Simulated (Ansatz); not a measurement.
# 1T-SnSe2 bilayer (AA) in a perpendicular field, part 3 of 3

Aim: how the 1T-SnSe2 bilayer (AA) screens a field along its normal, and what the field does to its bands. A positive field points along +c.

Ansatz 0.2.0; plane-wave DFT, PBE-D3(BJ), Ansatz PAW.

So far, gap along the path (eV): step 3 (atoms held, field 0, start network) 0.654; step 7 (field -0.1 V/Å) 0.650; step 8 (field 0.2 V/Å) 0.636; step 9 (field -0.2 V/Å) 0.636; step 10 (field 0.3 V/Å) 0.615.

**11. Single point, field -0.3 V/Å**

Input file input.yaml:

```yaml
crystal:
  lattice:
    - [3.8347377108, 0.0, 0.0]
    - [-1.9173688554, 3.3209802744, 0.0]
    - [0.0, 0.0, 27.1838401856]
  atoms:
    - { symbol: Se, position: [0.6666666667, 0.3333333333, 0.3310790506] }
    - { symbol: Sn, position: [0.0, 0.0, 0.3897838847] }
    - { symbol: Se, position: [0.3333333333, 0.6666666667, 0.4485322511] }
    - { symbol: Se, position: [0.6666666667, 0.3333333333, 0.5514677489] }
    - { symbol: Sn, position: [0.0, 0.0, 0.6102161153] }
    - { symbol: Se, position: [0.3333333333, 0.6666666667, 0.6689209494] }
kpoints:
  mp_grid: { grid: [12, 12, 1] }
  band_path:
    path: [[0, 0, 0], [0.5, 0, 0], [0.33333333, 0.33333333, 0], [0, 0, 0]]
    npoints: 16
hamiltonian:
  xc: pbe
  dispersion: d3bj
scf:
  occupations: { method: fermi_dirac, width: 0.02585 }
  convergence: { dr2_threshold: 1.0e-10 }
efield:
  axis: 3
  dipole_correction: true
  ramp_position: 0.9569
  ramp_width: 0.0862
  amplitude: -0.3
output:
  write_potential: true
  write_density: true
  volumetric_format: npy
```

Started as:

```bash
> ansatz run input.yaml --threads 4 --pin off --max-ram 8192MiB --backend cpu --events-out ev --progress --plain --runs-dir out
```

Numbers of over 12 decimals in the logs are rounded to 6 here.

Log:

```text
[...]
Crystal: 6 atoms, lattice volume = 346.189 Å³
Basis set: ecut = 420 eV, 6739 PW (Γ)
Bands: 56, of which v1, the nominal top of the filled ones, is band 46 counted from 1 (45 counted from 0)
Symmetry: 6 space group operations
k-points: 19 of 144 (time reversal used)
[...]
k-point 0: bands = [... 42 lower, 0.0627, 0.0627, 0.2495, 0.2495, 1.5704, 2.4672, 3.3102, 3.4871, ... 6 higher]
  k-point 1: bands = [... 42 lower, -0.1665, 0.0001, 0.1120, 0.3183, 2.0633, 2.6010, 3.7189, 3.8951, ... 6 higher]
  k-point 2: bands = [... 42 lower, -0.7981, 0.0300, 0.0883, 0.3364, 2.3014, 2.6365, 4.0145, 4.4260, ... 6 higher]
  k-point 18: bands = [... 42 lower, -1.0371, -1.0231, -0.2455, -0.2107, 1.6372, 2.3938, 5.0669, 5.1033, ... 6 higher]
[key lines of the parts left out:]
SCF converged after 15 iterations
Free energy (F): -33928.584976 eV
Fermi energy:    0.660966 eV
Dipole field:    D = -0.119577 V/Å  (p = -0.228770 e·Å, saw-weighted, corrected)
```

Run time: 23 s. Hardware: 4 threads of Arm Neoverse V2, shared host; peak memory 0.98 GiB; 90 s of CPU time.

The dipole is -0.229 e·Å, and the gap 0.615 eV.

**12. Single point, field 0.4 V/Å**

input.yaml, as its differences from that of step 11:

```diff
@@ -26,5 +26,5 @@
   dipole_correction: true
-  ramp_position: 0.9569
-  ramp_width: 0.0862
-  amplitude: -0.3
+  ramp_position: 0.9227
+  ramp_width: 0.1545
+  amplitude: 0.4
 output:
```

Log:

```text
[...]
Crystal: 6 atoms, lattice volume = 346.189 Å³
Basis set: ecut = 420 eV, 6739 PW (Γ)
Bands: 56, of which v1, the nominal top of the filled ones, is band 46 counted from 1 (45 counted from 0)
Symmetry: 6 space group operations
k-points: 19 of 144 (time reversal used)
[...]
k-point 0: bands = [... 42 lower, 0.0441, 0.0441, 0.2680, 0.2680, 1.5623, 2.4682, 3.2897, 3.5038, ... 6 higher]
  k-point 1: bands = [... 42 lower, -0.1600, 0.0049, 0.0916, 0.3352, 2.0512, 2.6065, 3.6939, 3.9143, ... 6 higher]
  k-point 2: bands = [... 42 lower, -0.7830, 0.0307, 0.0700, 0.3504, 2.2857, 2.6466, 3.9902, 4.4326, ... 6 higher]
  k-point 18: bands = [... 42 lower, -1.0477, -1.0288, -0.2477, -0.2015, 1.6285, 2.3974, 5.0520, 5.0998, ... 6 higher]
[key lines of the parts left out:]
SCF converged after 14 iterations
Free energy (F): -33928.611670 eV
Fermi energy:    0.662541 eV
Dipole field:    D = 0.159492 V/Å  (p = 0.305133 e·Å, saw-weighted, corrected)
```

Wall time 23 s (4 threads); peak memory 0.98 GiB; 89 s of CPU time.

The dipole is 0.305 e·Å, and the gap 0.588 eV.

**13. Atoms held, field -0.4 V/Å**

input.yaml, as its differences from that of step 12:

```diff
@@ -28,3 +28,3 @@
   ramp_width: 0.1545
-  amplitude: 0.4
+  amplitude: -0.4
 output:
```

Log:

```text
[...]
Crystal: 6 atoms, lattice volume = 346.189 Å³
Basis set: ecut = 420 eV, 6739 PW (Γ)
Bands: 56, of which v1, the nominal top of the filled ones, is band 46 counted from 1 (45 counted from 0)
Symmetry: 6 space group operations
k-points: 19 of 144 (time reversal used)
[...]
k-point 0: bands = [... 42 lower, 0.0435, 0.0435, 0.2673, 0.2673, 1.5617, 2.4675, 3.2891, 3.5031, ... 6 higher]
  k-point 1: bands = [... 42 lower, -0.1606, 0.0042, 0.0909, 0.3346, 2.0506, 2.6059, 3.6932, 3.9136, ... 6 higher]
  k-point 2: bands = [... 42 lower, -0.7836, 0.0300, 0.0693, 0.3498, 2.2851, 2.6459, 3.9896, 4.4320, ... 6 higher]
  k-point 18: bands = [... 42 lower, -1.0483, -1.0294, -0.2484, -0.2022, 1.6278, 2.3967, 5.0513, 5.0992, ... 6 higher]
[key lines of the parts left out:]
SCF converged after 13 iterations
Free energy (F): -33928.611670 eV
Fermi energy:    0.661883 eV
Dipole field:    D = -0.159489 V/Å  (p = -0.305128 e·Å, saw-weighted, corrected)
```

The job ended after 23 s (4 threads; peak memory 0.98 GiB).

The dipole is -0.305 e·Å, and the gap 0.588 eV.

**14. Response, atoms held**

This step: plane-wave DFT, PBE-D3(BJ), Ansatz PAW; response to a field along the normal, atoms held (Ansatz 0.2.0).

The dipoles give the slope, and the difference of two potentials shows where the field is screened.

Numbers from this step:

```
equivalent conductor thickness p/(ε₀AE) : 10.83 Å
distance between the outer atoms        : 9.184 Å
```

Dipole of the cell against applied field:

```tsv
applied field (V/Å)	dipole of the cell (e·Å)
-0.400	-0.305
-0.300	-0.229
-0.200	-0.152
-0.100	-0.0762
-0.050	-0.0381
0.000	0
0.050	0.0381
0.100	0.0762
0.200	0.152
0.300	0.229
0.400	0.305
```

Local field over the applied field, running mean. From the potentials at -0.05 and 0.05 V/Å; running mean over 2.8 Å. Local field over applied field against z:

```tsv
z (Å)	local field over applied field
4.5	0.998
5.0	0.995
5.5	0.985
6.0	0.958
6.5	0.897
7.0	0.784
7.5	0.634
8.0	0.469
8.5	0.305
9.0	0.173
9.5	0.0914
10.0	0.0530
10.5	0.0356
11.0	0.0386
11.5	0.0538
12.0	0.0725
12.5	0.0969
13.0	0.122
13.5	0.135
14.0	0.129
14.5	0.106
15.0	0.0810
15.5	0.0600
16.0	0.0436
16.5	0.0344
17.0	0.0443
17.5	0.0739
18.0	0.137
18.5	0.252
19.0	0.407
19.5	0.574
20.0	0.732
20.5	0.862
21.0	0.941
21.5	0.978
22.0	0.992
22.5	0.997
23.0	0.999
```

The induced electron density oscillates, so the rows of the table below give means over windows of 2.97 Å about each position, cut where the curve ends. Its maxima inside the range that stand out by 2 % of the span (Å: e/Å³ per V/Å): 7.9: 0.00349, 11.2: 9.4e-4, 14.2: 0.00102, 17.1: 9.1e-4. Its minima: 10.1: -9.1e-4, 13.0: -0.00102, 16.0: -9.4e-4, 19.3: -0.00349.

Electrons, planar mean, per unit field. The induced electron density by z; means over each step:

```tsv
z (Å)	induced electron density (e/Å³ per V/Å)
5.59	2.3e-4
8.56	0.00157
11.53	-2.3e-4
14.50	2.2e-4
17.47	-5.2e-4
20.44	-0.00127
```

The smaller of the gaps on the path and on the k-mesh, counted as 0 under 0.03 eV. Gap against applied field:

```tsv
applied field (V/Å)	gap (eV)
-0.400	0.588
-0.300	0.615
-0.200	0.636
-0.100	0.650
-0.050	0.653
0.000	0.654
0.050	0.653
0.100	0.650
0.200	0.636
0.300	0.615
0.400	0.588
```

By hand: between -0.05 and 0.05 V/Å the dipole changes by 0.07623 e·Å, a slope of 0.7623 e·Å²/V. A perfect conductor of thickness t has p = ε₀AEt, so t = 180.95 × 0.7623 / 12.735 = 10.83 Å (e/ε₀ = 180.95 V·Å, A in Å²).

The induced dipole is that of a conductor 10.83 Å thick.

**15. What came out**

| Quantity | Value |
| --- | --- |
| gap without field | 0.654 eV |
| ionisation energy, upper face | 5.94 eV |
| electron affinity, upper face | 5.28 eV |
| equivalent conductor thickness, atoms held | 10.8 Å |

**Reading.** The induced dipole equals that of a perfect conductor 10.83 Å thick, while the outer atoms lie 9.18 Å apart; an out-of-plane ε follows only once a thickness t is chosen, by 1 − 1/ε = 10.83 Å / t. The gap goes from 0.65 eV to 0.59 eV at -0.4 V/Å. With the field reversed the gap is 0.59 eV at 0.4 V/Å. Semilocal functionals give gaps that are too small, and excitons are not included. Spin-orbit coupling is left out, which matters for the bands of elements this heavy.

[Logs are printed without paths, hosts, clocks, repeated set-up lines and the standing remarks that a program may print on its own settings, such as how far it seeks lower states.]

[Hosts, paths, dates, database ids (printed as entryN), source tags and the programs' standing remarks are cut or masked in the printed files.]

[Maps of the electrostatic potential energy from Ansatz leave out the sawtooth potential of an applied field or a dipole correction, so their vacuum need not be flat; planar profiles and work functions include it.]
